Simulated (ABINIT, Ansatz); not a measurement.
# Ba2H6Os (Fm-3m): one start, several treatments of the self-energy, part 2 of 2

Aim: compare treatments of exchange, screening and correlation for the gap of Ba2H6Os (Fm-3m).

ABINIT 10.8.3; LDA and many-body steps on it, plane waves. Known limits of the many-body steps: not at the basis limit; no spin polarisation; d states lean on the start; no spin-orbit coupling; coarse k mesh.

So far. Step 5 (G0W0, Hybertsen-Louie plasmon pole): Against G0W0 in ABINIT (2×2×2 mesh, 108 bands, screening to 114.3 eV, Godby-Needs plasmon pole), the gap moves by +0.135 eV. Step 6 (G0W0, Engel-Farid plasmon pole): Against G0W0 in ABINIT (2×2×2 mesh, 108 bands, screening to 114.3 eV, Godby-Needs plasmon pole), the gap moves by +0.017 eV.

### 7. One-shot Hartree-Fock

This step: one-shot Hartree-Fock on LDA, plane waves, norm-conserving pseudopotentials.

run.abi reads:

```
acell 3*1.0 Angstrom
rprim 
  -0.000000000000 4.046207840000 4.046207840000
  4.046207840000 0.000000000000 4.046207840000
  4.046207840000 4.046207840000 0.000000000000
ntypat 3
znucl 56 1 76
natom 9
typat 1 1 2 2 2 2 2 2 3
xred 
  0.750000000000 0.750000000000 0.750000000000
  0.250000000000 0.250000000000 0.250000000000
  0.785917090000 0.785917090000 0.214082910000
  0.214082910000 0.785917090000 0.214082910000
  0.785917090000 0.214082910000 0.214082910000
  0.214082910000 0.214082910000 0.785917090000
  0.785917090000 0.214082910000 0.785917090000
  0.214082910000 0.785917090000 0.785917090000
  0.000000000000 0.000000000000 0.000000000000
pp_dirpath "pseudos"
pseudos "Ba.upf, H.upf, Os.upf"
ecut 33
ngkpt 2 2 2
nshiftk 1
shiftk 0 0 0
kptopt 1
chksymbreak 0
istwfk *1
occopt 1
irdwfk 1
optdriver 4
nband 25
gwcalctyp 5
ecutsigx 33
symsigma 1
nkptgw 2
kptgw 
  0.0000000000 0.0000000000 0.0000000000
  0.5000000000 0.5000000000 0.0000000000
bdgw 
  19 23
  20 23
ixc_sigma 40
fftgw 31
indata_prefix "in"
outdata_prefix "out"
tmpdata_prefix "tmp"
```

Run with:

```console
$ OMP_NUM_THREADS=1 mpirun -n 4 abinit run.abi > log
```

Numbers of over 12 decimals in the logs are rounded to 6 here.

The program printed:

```text
.Version 10.8.3 of ABINIT. v10.8.2 released Aug 2026.

 Symmetries : space group Fm -3 m (#225); Bravais cF (face-center cubic)
[... echo of the input left out ...]
== DATASET  1 ==================================================================
-   mpi_nproc: 4, omp_nthreads: 1 (-1 if OMP is not activated)

--- !DatasetInfo
iteration_state: {dtset: 1, }
dimensions: {natom: 9, nkpt: 3, mband: 25, nsppol: 1, nspinor: 1, nspden: 1, mpw: 8144, }
cutoff_energies: {ecut:  33.0, pawecutdg:  -1.0, }
[...]
Band     E0 <VxcDFT>   SigX SigC(E0)      Z dSigC/dE  Sig(E)    E-E0       E
[...]
22   6.413 -11.458  -6.928   0.000   1.000   0.000  -6.928   4.531  10.944
       23   6.828  -9.386  -4.544   0.000   1.000   0.000  -4.544   4.842  11.670

== END DATASET(S) ==============================================================
================================================================================

 -outvars: echo values of variables after computation  --------
           etotal      0.0000000000E+00
            nband          25
             nkpt           3
          spgroup         225
 [... the other variables as echoed above ...]

 Calculation completed.
```

Elapsed: 3.7 s, on 4 MPI ranks of Intel Xeon 6975P-C (Granite Rapids), shared host; peak memory 1 GiB.

Numbers from this step:

```yaml
quasiparticle_gap_on_the_points_computed: 8.875 eV
starting_gap_on_the_mesh: 1.777 eV
k_of_the_valence_top: 0, 0, 0
k_of_the_conduction_bottom: 0.5, 0.5, 0
least_direct_quasiparticle_gap_on_the_computed_points: 9.133 eV
```

Against G0W0 in ABINIT (2×2×2 mesh, 108 bands, screening to 114.3 eV, Godby-Needs plasmon pole), the gap moves by +6.267 eV.

### 8. Screening, 2×2×2 mesh, 108 bands, screening to 114.3 eV

This step: RPA screening on LDA, plane waves, norm-conserving pseudopotentials.

run.abi, as its differences from that of step 7:

```diff
@@ -30,16 +30,14 @@
 irdwfk 1
-optdriver 4
-nband 25
-gwcalctyp 5
-ecutsigx 33
-symsigma 1
-nkptgw 2
-kptgw 
-  0.0000000000 0.0000000000 0.0000000000
-  0.5000000000 0.5000000000 0.0000000000
-bdgw 
-  19 23
-  20 23
-ixc_sigma 40
-fftgw 31
+optdriver 3
+nband 108
+ecuteps 4.2
+inclvkb 2
+awtr 1
+symchi 1
+gwcalctyp 2
+nfreqre 16
+freqremax 40 eV
+nfreqim 8
+spmeth 1
+nomegasf 120
 indata_prefix "in"
```

The program printed:

```text
.Version 10.8.3 of ABINIT. v10.8.2 released Aug 2026.

 Symmetries : space group Fm -3 m (#225); Bravais cF (face-center cubic)
[... echo of the input left out ...]
== DATASET  1 ==================================================================
-   mpi_nproc: 4, omp_nthreads: 1 (-1 if OMP is not activated)

--- !DatasetInfo
iteration_state: {dtset: 1, }
dimensions: {natom: 9, nkpt: 3, mband: 108, nsppol: 1, nspinor: 1, nspden: 1, mpw: 8144, }
cutoff_energies: {ecut:  33.0, pawecutdg:  -1.0, }
electrons: {nelect:   4.20000000E+01, charge:   0.00000000E+00, occopt:   1.00000000E+00, tsmear:   1.00000000E-02, }

 SCREENING: Calculation of the susceptibility and dielectric matrices

 Based on a program developped by R.W. Godby, V. Olevano, G. Onida, and L. Reining.
 Incorporated in ABINIT by V. Olevano, G.-M. Rignanese, and M. Torrent.
.Using double precision arithmetic ; gwpc =  8

[... cell and pseudopotentials left out ...]
--------------------------------------------------------------------------------

 ==== K-mesh for the wavefunctions ====
 Number of points in the irreducible wedge :     3
[... list of points left out ...]
 Together with 48 symmetry operations and time-reversal symmetry
 yields     8 points in the full Brillouin Zone.

 ==== Q-mesh for the screening function ====
 Number of points in the irreducible wedge :     3
[... list of points left out ...]
 Together with 48 symmetry operations and time-reversal symmetry
 yields     8 points in the full Brillouin Zone.

 setmesh: FFT mesh size selected  =    40x   40x   40
          total number of points  =        64000

 vcoul_init : cutoff-mode = AUXILIARY_FUNCTION
 q-points for optical limit:   1
     1)      0.000010    0.000020    0.000030

- screening: taking advantage of time-reversal symmetry
- Maximum band index for partially occupied states nbvw = 21
- Remaining bands to be divided among processors   nbcw = 87
- Number of bands treated by each node ~21

 Number of electrons calculated from density =   42.0000; Expected =   42.0000
 average of density, n =  0.046976
 r_s =    1.7193
 omega_plasma =   20.9071 [eV]

 calculating chi0 at frequencies [eV] :
  1    0.000000E+00    0.000000E+00
  2    2.666667E+00    0.000000E+00
  3    5.333333E+00    0.000000E+00
[...]
23    0.000000E+00    5.324685E+01
 24    0.000000E+00    7.497215E+01

--------------------------------------------------------------------------------
  q-point number  1        q = ( 0.000000, 0.000000, 0.000000) [r.l.u.]
--------------------------------------------------------------------------------
[... chi0 elements left out ...]
  [... further frequencies ...]

 No. of calculated frequencies >  15, stop printing
 For q-point:  0.000010 0.000020 0.000030
  dielectric constant =   4.5726
  dielectric constant without local fields =   5.6634

  Average fulfillment of the sum rule on Im[epsilon] for q-point    1 :     68.32  [%]
[... wings left out ...]
  q-point number  2        q = ( 0.500000, 0.000000, 0.000000) [r.l.u.]
--------------------------------------------------------------------------------
[... chi0 elements left out ...]
  [... further frequencies ...]

 No. of calculated frequencies >  15, stop printing
  Average fulfillment of the sum rule on Im[epsilon] for q-point    2 :     76.64  [%]

 [... 1 further q-points ...]
```

Run time: 22 s. Hardware: 4 MPI ranks; peak memory 2.4 GiB; 89 s of CPU time.

Numbers from this step:

- ε∞ with local fields, on this mesh, along the program's q direction: 4.573
- the same without local fields: 5.663
- plasma frequency: 20.91 eV
- plane waves in the screening matrix: 339

### 9. G0W0, contour deformation

This step: G0W0 on LDA, plane waves, norm-conserving pseudopotentials.

run.abi, as its differences from that of step 8:

```diff
@@ -30,14 +30,16 @@
 irdwfk 1
-optdriver 3
+optdriver 4
 nband 108
+gwcalctyp 2
+ecutsigx 33
+symsigma 1
+nkptgw 2
+kptgw 
+  0.0000000000 0.0000000000 0.0000000000
+  0.5000000000 0.5000000000 0.0000000000
+bdgw 
+  19 23
+  20 23
 ecuteps 4.2
-inclvkb 2
-awtr 1
-symchi 1
-gwcalctyp 2
-nfreqre 16
-freqremax 40 eV
-nfreqim 8
-spmeth 1
-nomegasf 120
+irdscr 1
 indata_prefix "in"
```

The program printed:

```text
.Version 10.8.3 of ABINIT. v10.8.2 released Aug 2026.

 Symmetries : space group Fm -3 m (#225); Bravais cF (face-center cubic)
[... echo of the input left out ...]
== DATASET  1 ==================================================================
-   mpi_nproc: 4, omp_nthreads: 1 (-1 if OMP is not activated)

--- !DatasetInfo
iteration_state: {dtset: 1, }
dimensions: {natom: 9, nkpt: 3, mband: 108, nsppol: 1, nspinor: 1, nspden: 1, mpw: 8144, }
cutoff_energies: {ecut:  33.0, pawecutdg:  -1.0, }
[...]
Band     E0 <VxcDFT>   SigX SigC(E0)      Z dSigC/dE  Sig(E)    E-E0       E
[...]
23   6.828  -9.386  -4.544  -3.371   0.810  -0.234  -8.194   1.192   8.020
       23   0.000   0.000   0.000  -0.000   0.000   0.000  -0.000  -0.000  -0.000

== END DATASET(S) ==============================================================
================================================================================

 -outvars: echo values of variables after computation  --------
           etotal      0.0000000000E+00
            nband         108
             nkpt           3
          spgroup         225
 [... the other variables as echoed above ...]

 Calculation completed.
```

Elapsed: 6.1 s, on 4 MPI ranks; peak memory 1.2 GiB.

Numbers from this step:

```yaml
g0w0_gap_on_the_points_computed: 2.594 eV
starting_gap_on_the_mesh: 1.777 eV
k_of_the_valence_top: 0, 0, 0
k_of_the_conduction_bottom: 0.5, 0.5, 0
least_direct_g0w0_gap_on_the_computed_points: 2.919 eV
```

Against G0W0 in ABINIT (2×2×2 mesh, 108 bands, screening to 114.3 eV, Godby-Needs plasmon pole), the gap moves by −0.014 eV.

### 10. Side by side

Times are wall times on 4 MPI ranks of Intel Xeon 6975P-C (Granite Rapids), shared host, good to a factor of about two. A run's time includes the screening step that it read.

```
                               run   mesh  bands  screening cutoff (eV)  DFT gap (eV)  gap on the mesh (eV)  direct (eV)  ε∞ used   time
    G0W0, Godby-Needs plasmon pole  2×2×2    108                  114.3         1.777                 2.608        2.942     4.53   25 s
G0W0, Hybertsen-Louie plasmon pole  2×2×2    108                  114.3         1.777                 2.743        3.103     4.53   26 s
    G0W0, Engel-Farid plasmon pole  2×2×2    108                  114.3         1.777                 2.625        2.973     4.53   24 s
             one-shot Hartree-Fock  2×2×2      -                      -         1.777                 8.875        9.133        -  3.7 s
         G0W0, contour deformation  2×2×2    108                  114.3         1.777                 2.594        2.919     4.57   29 s
```

### 11. Outcome

```
G0W0, Godby-Needs plasmon pole     : 2.608 eV
G0W0, Hybertsen-Louie plasmon pole : 2.743 eV
G0W0, Engel-Farid plasmon pole     : 2.625 eV
one-shot Hartree-Fock              : 8.875 eV
G0W0, contour deformation          : 2.594 eV
known limits                       : not at the basis limit; no spin polarisation; d states lean on the start; no spin-orbit coupling; coarse k mesh
```

What this shows: G0W0, Hybertsen-Louie plasmon pole: +0.135 eV against G0W0, Godby-Needs plasmon pole. G0W0, Engel-Farid plasmon pole: +0.017 eV against G0W0, Godby-Needs plasmon pole. One-shot Hartree-Fock: +6.267 eV against G0W0, Godby-Needs plasmon pole. G0W0, contour deformation: −0.014 eV against G0W0, Godby-Needs plasmon pole. Bare exchange alone opens the gap to 8.88 eV; against G0W0, correlation takes back 6.27 eV. Bands and cutoff are finite, so the gap is not at the basis limit. The miss can reach some tenths of an eV and take either sign; the mesh is an error of its own. In the first G0W0 run levels were corrected at 2 k points alone, so a gap called «on the mesh» is the least over those, and an edge elsewhere would be missed. The 2×2×2 mesh is coarse for this cell, which bears on the long-range parts of exchange and screening. The runs have no spin polarisation. For a closed low-spin shell that is the natural state; where a d or f shell is open it is a constraint, and the gap is then not the crystal's own. With d states at the gap, one-shot GW leans hard on its start. The many-body steps are scalar-relativistic: spin-orbit coupling is not in them.

[Paths, hosts, dates, memory and timing lines, banners, echoed tables and standing remarks are left out of the program output.]

[Logs are printed without paths, hosts, clocks, repeated set-up lines and the standing remarks that a program may print on its own settings, such as how far it seeks lower states.]

[Runs of the session that timed out or met a known fault of the program may be left out.]

[No measured gap is set beside runs whose start may be inverted or whose files or cutoffs have a known fault.]

[Hosts, paths, dates, database ids (printed as entryN), source tags and the programs' standing remarks are cut or masked in the printed files.]

[G0W0 gaps are taken among the corrected bands and points alone; a level outside them can change the order at an edge.]

[Where Ansatz stands beside ABINIT at settings called matched, ABINIT's density can come from a denser mesh and the files from another edition; pairs whose starting gaps differed by over 0.03 eV were left out, so agreement reads better than it is.]
